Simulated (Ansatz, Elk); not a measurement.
# Bonding as seen by X-rays: Na2RhN2

Structure refinements treat a crystal as free atoms side by side. For a made-up structure of Na2RhN2 (cell and positions from a PBE relaxation) the runs below show what the calculated density changes in F(hkl).

Program: Elk 11.2.3 (patched build). Level of theory: DFT, PBE, all-electron APW+lo, Dirac cores, scalar-relativistic bands, static density, no spin. Results are calculated unless marked as measured.

The structure was built from a prototype and need not be the compound's stable phase.

## 1. Set-up

Symmetry: P-3m1, No. 164, trigonal system. Conventional cell: a = 4.769 Å, b = 4.769 Å, c = 4.959 Å, α = 90.00°, β = 90.00°, γ = 120.00°. Rh has 2 N at 1.88 Å nearest. Na has 3 N at 2.87 Å and 3 Rh at 2.95 Å nearest. Nearest to N lie 1 N at 1.21 Å and 1 Rh at 1.88 Å and 3 Na at 2.87 Å. Farther neighbours and most contacts between anions are not listed.

## 2. Ground state and structure factors

An all-electron density is needed, since X-rays see the cores too. Task 0 finds the density and task 195 Fourier-transforms it; tshift is off so that phases refer to the origin typed.

elk.in

```
tasks
  0
  195

xctype
  20

spinpol
  .false.

rgkmax
  7.0

gmaxvr
  14.0

lmaxo
  7

lmaxapw
  8

swidth
  0.002

tshift
  .false.

ramdisk
  .false.

hmaxvr
  5.5

maxscl
  120

epspot
  1e-06

sppath
  './'

avec
  9.01188375705 0.00000000000 0.00000000000
  -4.50594187853 7.80452026956 -0.00000000000
  0.00000000000 -0.00000000000 9.37023681243

atoms
  3
  'Rh.in'
  1
  -0.0000000000 -0.0000000000 -0.0000000000   0.000000 0.000000 0.000000
  'Na.in'
  2
  0.6666666667 0.3333333333 0.2116677145   0.000000 0.000000 0.000000
  0.3333333333 0.6666666667 0.7883322855   0.000000 0.000000 0.000000
  'N.in'
  2
  0.0000000000 -0.0000000000 0.3782200068   0.000000 0.000000 0.000000
  0.0000000000 -0.0000000000 0.6217799932   0.000000 0.000000 0.000000

ngridk
  6 6 5
```

Command:

```
> OMP_NUM_THREADS=4 elk
```

Numbers of over 12 decimals in the logs are rounded to 6 here.

Log:

```text
┌─────────────────────────┐
│ Elk code version 11.2.3 │
└─────────────────────────┘

All units are atomic (Hartree, Bohr, etc.)

┌─────────────────────────────────────────────────┐
│ Ground-state run starting from atomic densities │
└─────────────────────────────────────────────────┘

Lattice vectors :
   9.011883757       0.000000000       0.000000000
  -4.505941879       7.804520270      -0.000000000
   0.000000000      -0.000000000       9.370236812

Reciprocal lattice vectors :
  0.6972110911      0.4025350111       0.000000000
  -0.000000000      0.8050700223       0.000000000
  -0.000000000       0.000000000      0.6705471199

Unit cell volume      :    659.0408898
Brillouin zone volume :   0.3763806120

Muffin-tin inner radius fraction :   0.1000000000E-01

Nuclei treated as point charges

Species : 1 (Rh)
 parameters loaded from : Rh.in
 name : rhodium
 nuclear charge    :   -45.00000000
 electronic charge :    45.00000000
 atomic mass :    187585.2511
 muffin-tin radius :    2.444608770
 number of radial points in muffin-tin :   1193
 inner part over the whole radius :   0.9975762632E-02
 number on inner part of muffin-tin    :    848
 approximate nuclear radius :   0.8524867730E-04
 number of mesh points to nuclear radius :    424
 atomic positions (lattice), magnetic fields (Cartesian) :
  1 :   0.00000000  0.00000000  0.00000000    0.00000000  0.00000000  0.00000000

Species : 2 (Na)
 parameters loaded from : Na.in
 name : sodium
 nuclear charge    :   -11.00000000
 electronic charge :    11.00000000
 atomic mass :    41907.78703
 muffin-tin radius :    2.200000000
 number of radial points in muffin-tin :    793
 inner part over the whole radius :   0.9883648912E-02
 number on inner part of muffin-tin    :    551
 approximate nuclear radius :   0.5574345702E-04
 number of mesh points to nuclear radius :    238
 atomic positions (lattice), magnetic fields (Cartesian) :
  1 :  -0.33333333  0.33333333  0.21166771    0.00000000  0.00000000  0.00000000
  2 :   0.33333333 -0.33333333 -0.21166771    0.00000000  0.00000000  0.00000000

Species : 3 (N)
 parameters loaded from : N.in
 name : nitrogen
 nuclear charge    :   -7.000000000
 electronic charge :    7.000000000
 atomic mass :    25532.65216
 muffin-tin radius :    1.049402261
 number of radial points in muffin-tin :    593
 inner part over the whole radius :   0.9942021808E-02
 number on inner part of muffin-tin    :    400
 approximate nuclear radius :   0.4939692610E-04
 number of mesh points to nuclear radius :    176
 atomic positions (lattice), magnetic fields (Cartesian) :
  1 :   0.00000000  0.00000000  0.37822001    0.00000000  0.00000000  0.00000000
  2 :   0.00000000  0.00000000 -0.37822001    0.00000000  0.00000000  0.00000000

Total number of atoms per unit cell :    5
Total muffin-tin volume :    160.0811275
 ratio of muffin-tin to unit cell volume :   0.2429001447

Spin treatment :
 spin-unpolarised

Number of Bravais lattice symmetries :   24
Number of crystal symmetries         :   12
Crystal has inversion symmetry
Real symmetric eigensolver will be used

k-point grid :      6     6     5
k-point offset :    0.000000000       0.000000000       0.000000000
k-point set is reduced with full crystal symmetry group
Total number of k-points :       27

Muffin-tin radius times maximum |G+k| :    7.000000000
 using average radius
Maximum |G+k| for APW functions       :    3.913494642
Maximum (1/2)|G+k|²                   :    7.657720157
Maximum |G| for potential and density :    14.00000000
Constant for pseudocharge density :    9
 order of it for each species :   16  16  11
 order of it for pair densities of each species (exact exchange by exxq0 0: 17) :   16  15   3
Radial integration step length :    1

G-vector grid sizes :     42    42    42
Number of G-vectors :    30455

Maximum angular momentum used for
 APW functions            :    8
 outer part of muffin-tin :    7
 inner part of muffin-tin :    2

Total nuclear charge    :   -81.00000000
[...]
correlation                 :     -3.641259
 electron entropic           :    -0.18363921489146E-02
 total energy                :     -5222.4172659378

Density of states at Fermi energy :    157.1747901
 (states/Hartree/unit cell)

Estimated indirect band gap :   0.3843631267E-03
 from k-point 25 to k-point 22
Estimated direct band gap   :   0.1923212033E-02
 at k-point 24

Charges :
 core                        :    36.00000000
 valence                     :    45.00000000
 interstitial                :    9.089328608
 muffin-tins (core leakage)
  species : 1 (Rh)
   atom 1                    :    43.48015178     ( -0.2758700290E-06)
  species : 2 (Na)
[...]
species : 3 (N)
[...]
total in muffin-tins        :    71.91067139
 total calculated charge     :    80.99349608
 total charge                :    81.00000000
 error                       :   0.6503915962E-02

RMS change in Kohn-Sham potential (target) :    1.455202785     (  0.1000000000E-05)
Absolute change in total energy (target)   :   0.6020096420     (  0.1000000000E-03)

[... loops 3 to 16 left out ...]

┌──────────────────┐
│ Loop number : 17 │
└──────────────────┘

Energies :
 Fermi                       :     0.133128
 sum of occupied eigenvalues :     -3091.1413821497
 electron kinetic            :      5421.8100582355
 core electron kinetic       :      5151.0687757862
 Coulomb                     :     -10459.934401605
 Coulomb potential           :     -8277.0235253980
 nuclear-nuclear             :     -468.00168754986
 electron-nuclear            :     -11714.936163584
 Hartree                     :      1723.0034495281
 Madelung                    :     -6321.4226389065
 xc potential                :     -235.92791498722
 exchange                    :     -177.75981288750
 correlation                 :     -3.646625
 electron entropic           :    -0.10062836165046E-02
 total energy                :     -5219.5317875907

Density of states at Fermi energy :    80.77881830
 (states/Hartree/unit cell)

Estimated indirect band gap :   0.1890234079E-02
 from k-point 25 to k-point 11
Estimated direct band gap   :   0.1049616722E-01
 at k-point 24

Charges :
 core                        :    36.00000000
 valence                     :    45.00000000
 interstitial                :    9.105553040
 muffin-tins (core leakage)
  species : 1 (Rh)
[...]
species : 2 (Na)
[...]
species : 3 (N)
[...]
total in muffin-tins        :    71.89444696
 total calculated charge     :    80.99337108
 total charge                :    81.00000000
 error                       :   0.6628922426E-02

RMS change in Kohn-Sham potential (target) :   0.8606731262E-06 (  0.1000000000E-05)
Absolute change in total energy (target)   :   0.3963774543E-04 (  0.1000000000E-03)

Convergence targets achieved

┌──────────────────┐
│ Loop number : 18 │
└──────────────────┘

Energies :
 Fermi                       :     0.133128
 sum of occupied eigenvalues :     -3091.1413855569
 electron kinetic            :      5421.8100667635
 core electron kinetic       :      5151.0687702825
 Coulomb                     :     -10459.934413976
 Coulomb potential           :     -8277.0235087064
 nuclear-nuclear             :     -468.00168754986
 electron-nuclear            :     -11714.936205043
 Hartree                     :      1723.0034786171
 Madelung                    :     -6321.4226596231
 xc potential                :     -235.92794361402
 exchange                    :     -177.75981364167
 correlation                 :     -3.646625
 electron entropic           :    -0.10062831594776E-02
 total energy                :     -5219.5317921969

Density of states at Fermi energy :    80.77878004
 (states/Hartree/unit cell)

Estimated indirect band gap :   0.1890223569E-02
 from k-point 25 to k-point 11
Estimated direct band gap   :   0.1049617847E-01
 at k-point 24

Charges :
 core                        :    36.00000000
 valence                     :    45.00000000
 interstitial                :    9.105552329
 muffin-tins (core leakage)
  species : 1 (Rh)
[...]
species : 2 (Na)
[...]
atom 2                    :    10.05448040     ( -0.9715865845E-07)
  species : 3 (N)
   atom 1                    :    3.922305320     (  0.4399413161E-03)
   atom 2                    :    3.922305320     (  0.4399413161E-03)
 total in muffin-tins        :    71.89444767
 total calculated charge     :    80.99337108
 total charge                :    81.00000000
 error                       :   0.6628922487E-02

┌──────────────────────────────┐
│ Self-consistent loop stopped │
└──────────────────────────────┘

Warning : core states of species 3 leak from the muffin-tin :   0.4399413161E-03

Wrote STATE.OUT
```

The job ended after 42 s (4 threads of Arm Neoverse V2, shared host; peak memory 0.23 GiB; 2.2 min of CPU time).

SFACRHO.OUT:

```text

h k l indices transformed by vhmat matrix:
   1.000000000       0.000000000       0.000000000    
   0.000000000       1.000000000       0.000000000    
   0.000000000       0.000000000       1.000000000    

      h      k      l  multipl.   |H|            Re(F)            Im(F)           |F|

      0      0      0      1   0.0000000       80.999999      0.89642787E-17   80.999999    
      0      0     -1      2  0.67054712       37.988178      0.22865074E-14   37.988178    
     -1      1      0      6  0.80507002       43.318053     -0.45790570E-14   43.318053    
      1      0     -1      6   1.0477458       13.696089      0.48588282E-14   13.696089    
      0      1     -1      6   1.0477458       43.630465     -0.34297611E-14   43.630465    
      0      0     -2      2   1.3410942       21.445158     -0.57162685E-15   21.445158    
     -1     -1      0      6   1.3944222       60.508355      0.12479593E-13   60.508355    
     -1     -1      1     12   1.5472707       31.738939      0.85744028E-15   31.738939    
      0      1      2      6   1.5641840       34.895902      -0.0000000       34.895902    
      1     -1     -2      6   1.5641840       47.409018     -0.51446417E-14   47.409018    
      0     -2      0      6   1.6101400       33.658639     -0.45174744E-14   33.658639    
      0     -2     -1      6   1.7441859       37.699949      0.40013880E-14   37.699949    
      2     -2     -1      6   1.7441859       12.808008      0.12861604E-13   12.808008    
      2     -1      2     12   1.9346697       18.908282      0.97176565E-14   18.908282    
      0      0      3      2   2.0116414       26.109810     -0.85744028E-15   26.109810    
      0      2      2      6   2.0954915       41.345170     -0.45730148E-14   41.345170    
      0     -2      2      6   2.0954915       30.718359      0.11432537E-14   30.718359    
      1     -3      0     12   2.1300151       29.079381      0.48948509E-16   29.079381
```

Elk indexes on the primitive cell of elk.in and gives |H| = 4π sin θ/λ in inverse bohr. Below, one row stands for each form hkl of the conventional cell (m members, Friedel mates merged), F is for one primitive cell and the density is static (no thermal factor). Free-atom factors are Waasmaier and Kirfel's, and R is Σm||F|−|F'||/Σm|F|. Elk warned that it couldn't find a linearisation energy, which lowers the accuracy of some states in this run and its variants.

| hkl | m | sin θ/λ (Å⁻¹) | abs F, DFT | neutral atoms | diff. |
| --- | --- | --- | --- | --- | --- |
| 001 | 2 | 0.101 | 37.988 | 37.535 | +0.453 |
| 100 | 6 | 0.121 | 43.318 | 42.972 | +0.346 |
| 011 | 6 | 0.158 | 13.696 | 13.858 | -0.162 |
| 101 | 6 | 0.158 | 43.630 | 43.862 | -0.231 |
| 002 | 2 | 0.202 | 21.445 | 21.613 | -0.168 |
| 110 | 6 | 0.210 | 60.508 | 60.747 | -0.239 |
| 111 | 12 | 0.233 | 31.739 | 32.116 | -0.377 |
| 012 | 6 | 0.235 | 34.896 | 35.060 | -0.164 |
| 102 | 6 | 0.235 | 47.409 | 47.641 | -0.232 |
| 200 | 6 | 0.242 | 33.659 | 33.814 | -0.156 |
| 021 | 6 | 0.262 | 37.700 | 38.066 | -0.366 |
| 201 | 6 | 0.262 | 12.808 | 13.030 | -0.222 |
| 112 | 12 | 0.291 | 18.908 | 18.959 | -0.051 |
| 003 | 2 | 0.302 | 26.110 | 25.736 | +0.373 |
| 022 | 6 | 0.315 | 41.345 | 41.443 | -0.098 |
| 202 | 6 | 0.315 | 30.718 | 30.757 | -0.038 |
| 210 | 12 | 0.320 | 29.079 | 29.153 | -0.074 |
| 013 | 6 | 0.326 | 46.299 | 46.125 | +0.174 |
| 103 | 6 | 0.326 | 29.456 | 29.231 | +0.225 |
| 121 | 12 | 0.336 | 12.501 | 12.648 | -0.147 |
| 211 | 12 | 0.336 | 33.840 | 34.032 | -0.193 |
| 300 | 6 | 0.363 | 44.956 | 45.044 | -0.088 |

## 3. The highest occupied states alone

An energy window below the Fermi level keeps the highest occupied states, to see at which angles they scatter; shallow core shells can lie inside it and anion s states outside. No new self-consistency is needed.

elk.in, as its differences from that of step 2:

```diff
@@ -1,3 +1,2 @@
 tasks
-  0
   195
@@ -40,2 +39,5 @@
 
+wsfac
+  -0.418110 0.433130
+
 sppath
```

Command:

```
> OMP_NUM_THREADS=4 elk
```

Log:

```text
┌─────────────────────────────────┐
│ Elk code version 11.2.3 started │
└─────────────────────────────────┘

Info(readinput): the functional depends on the density's gradient
 muffin-tin radial points multiplied by    2.00000
 (not where nrmtscf is given)

┌────────────────────┐
│ Current task : 195 │
└────────────────────┘
Info(checkmt): changed muffin-tin radius of species 1 (Rh) from   2.6000 to   2.4446
Info(checkmt): changed muffin-tin radius of species 3 (N) from   1.8000 to   1.0494

Warning(linengy): could not find 1 linearisation energies in s.c. loop 1

Info(sfacrho): density structure factors written to SFACRHO.OUT

 Energy window :  -0.4181100000      0.4331300000

┌──────────────────┐
│ Elk code stopped │
└──────────────────┘
```

It took 8.8 s on 4 threads; peak memory 0.16 GiB.

States within 15 eV below the Fermi level hold 18.99 electrons; any levels below the window count with the cores. Their amplitudes can exceed the total, where window and core parts have opposite phase:

| hkl | sin θ/λ (Å⁻¹) | abs F, window | abs F, all |
| --- | --- | --- | --- |
| 001 | 0.101 | 2.978 | 37.988 |
| 100 | 0.121 | 12.371 | 43.318 |
| 011 | 0.158 | 1.312 | 13.696 |
| 101 | 0.158 | 1.310 | 43.630 |
| 002 | 0.202 | 2.562 | 21.445 |
| 110 | 0.210 | 6.776 | 60.508 |
| 111 | 0.233 | 0.315 | 31.739 |
| 012 | 0.235 | 1.807 | 34.896 |
| 102 | 0.235 | 1.791 | 47.409 |
| 200 | 0.242 | 5.249 | 33.659 |

## 4. Another try

In this try the input is made faulty on purpose, to show what that does.

The input is changed as shown.

elk.in, as its differences from that of step 3:

```diff
@@ -1,2 +1,3 @@
 tasks
+  0
   195
@@ -39,5 +40,2 @@
 
-wsfac
-  -0.418110 0.433130
-
 sppath
@@ -64,3 +62,3 @@
 
-ngridk
+ngrid
   6 6 5
```

Command:

```
> OMP_NUM_THREADS=4 elk
```

Log:

```text
┌─────────────────────────────────┐
│ Elk code version 11.2.3 started │
└─────────────────────────────────┘

Error(readinput): invalid block name : ngrid
```

It took 0.01 s on 4 threads; peak memory 0.16 GiB.

The input was rejected at the start.

The program's message: “Error(readinput): invalid block name : ngrid”

A key was misspelt on purpose.

## 5. Another functional

The difference from free atoms is small, so it is set against the change that LDA (Perdew-Wang) makes.

elk.in, as its differences from that of step 4:

```diff
@@ -5,3 +5,3 @@
 xctype
-  20
+  3
 
@@ -62,3 +62,3 @@
 
-ngrid
+ngridk
   6 6 5
```

Command:

```
> OMP_NUM_THREADS=4 elk
```

Log:

```text
┌─────────────────────────┐
│ Elk code version 11.2.3 │
└─────────────────────────┘

All units are atomic (Hartree, Bohr, etc.)

┌─────────────────────────────────────────────────┐
│ Ground-state run starting from atomic densities │
└─────────────────────────────────────────────────┘

Lattice vectors :
   9.011883757       0.000000000       0.000000000
  -4.505941879       7.804520270      -0.000000000
   0.000000000      -0.000000000       9.370236812

Reciprocal lattice vectors :
  0.6972110911      0.4025350111       0.000000000
[...]
species : 1 (Rh)
[...]
species : 2 (Na)
[...]
species : 3 (N)
   atom 1                    :    3.915583613     (  0.4608473135E-03)
   atom 2                    :    3.915583613     (  0.4608473135E-03)
 total in muffin-tins        :    71.88142971
 total calculated charge     :    80.99339650
 total charge                :    81.00000000
 error                       :   0.6603501828E-02

┌──────────────────────────────┐
│ Self-consistent loop stopped │
└──────────────────────────────┘

Warning : core states of species 3 leak from the muffin-tin :   0.4608473135E-03

Wrote STATE.OUT
[key lines of the parts left out:]
total energy                :     -5212.7693029427
```

It took 30 s on 4 threads; peak memory 0.2 GiB.

Against the first run R = 0.04 %; the largest change is -0.066 at 013.

## 6. A coarser k-mesh

About half the k-points along each axis test the sampling.

elk.in, as its differences from that of step 5:

```diff
@@ -5,3 +5,3 @@
 xctype
-  3
+  20
 
@@ -63,2 +63,2 @@
 ngridk
-  6 6 5
+  3 3 2
```

Command:

```
> OMP_NUM_THREADS=4 elk
```

Log:

```text
┌─────────────────────────┐
│ Elk code version 11.2.3 │
└─────────────────────────┘

All units are atomic (Hartree, Bohr, etc.)

┌─────────────────────────────────────────────────┐
│ Ground-state run starting from atomic densities │
└─────────────────────────────────────────────────┘

Lattice vectors :
   9.011883757       0.000000000       0.000000000
  -4.505941879       7.804520270      -0.000000000
   0.000000000      -0.000000000       9.370236812

Reciprocal lattice vectors :
  0.6972110911      0.4025350111       0.000000000
[...]
species : 1 (Rh)
[...]
species : 2 (Na)
[...]
species : 3 (N)
   atom 1                    :    3.919991101     (  0.4398323351E-03)
   atom 2                    :    3.919991101     (  0.4398323351E-03)
 total in muffin-tins        :    71.93291934
 total calculated charge     :    80.99246037
 total charge                :    81.00000000
 error                       :   0.7539630615E-02

┌──────────────────────────────┐
│ Self-consistent loop stopped │
└──────────────────────────────┘

Warning : core states of species 3 leak from the muffin-tin :   0.4398323351E-03

Wrote STATE.OUT
[key lines of the parts left out:]
total energy                :     -5219.5188532470
```

It took 21 s on 4 threads; peak memory 0.22 GiB.

Against the first run R = 0.06 %; the largest change is -0.098 at 003.

## 7. Settings against the effect

| run | R against the first run (%) | R against neutral atoms, low angle (%) | wall time |
| --- | --- | --- | --- |
| PBE, rgkmax 7 | 0.00 | 0.71 | 42 s |
| LDA (Perdew-Wang) | 0.04 | 0.70 | 30 s |
| k-mesh 3×3×2 | 0.06 | 0.64 | 21 s |

## 8. Outcome

```
R against neutral atoms, sin θ/λ < 0.3 Å⁻¹ : 0.71 %
R against neutral atoms, 0.3 to 0.74 Å⁻¹   : 0.31 %
```

Independent neutral atoms miss the calculated amplitudes by R = 0.71 % below 0.3 Å⁻¹ and 0.31 % from there to 0.74 Å⁻¹; by shells, 0.89 % below 0.15 Å⁻¹ (2 forms), 0.68 % 0.15 to 0.3 (11 forms), 0.40 % 0.3 to 0.45 (28 forms), 0.28 % above 0.45 (108 forms). Bonding, aspherical density and the tables' own atoms all enter these figures, and the runs don't part them. The largest change of an amplitude is +0.57 electrons, at 004. The window's part falls from 19.0 electrons at the origin to at most 0.52 between 0.45 and 0.74 Å⁻¹. Below 0.3 Å⁻¹ the changes that finished (LDA (Perdew-Wang) and k-mesh 3×3×2) move F by R = 0.07 % at most, against the 0.71 % that separates it from free atoms. The basis has no finished test. These runs have no spin, though d or f shells may be open. The electron count is odd, so without spin the run is a metal by force. Part of the difference isn't bonding: the tables are fits to free atoms and ions calculated by other methods than this functional. Thermal motion, anomalous dispersion and extinction are left out.

[Logs are printed without paths, hosts, clocks, repeated set-up lines and the standing remarks that a program may print on its own settings, such as how far it seeks lower states.]

[Hosts, paths, dates, database ids (printed as entryN), source tags and the programs' standing remarks are cut or masked in the printed files.]
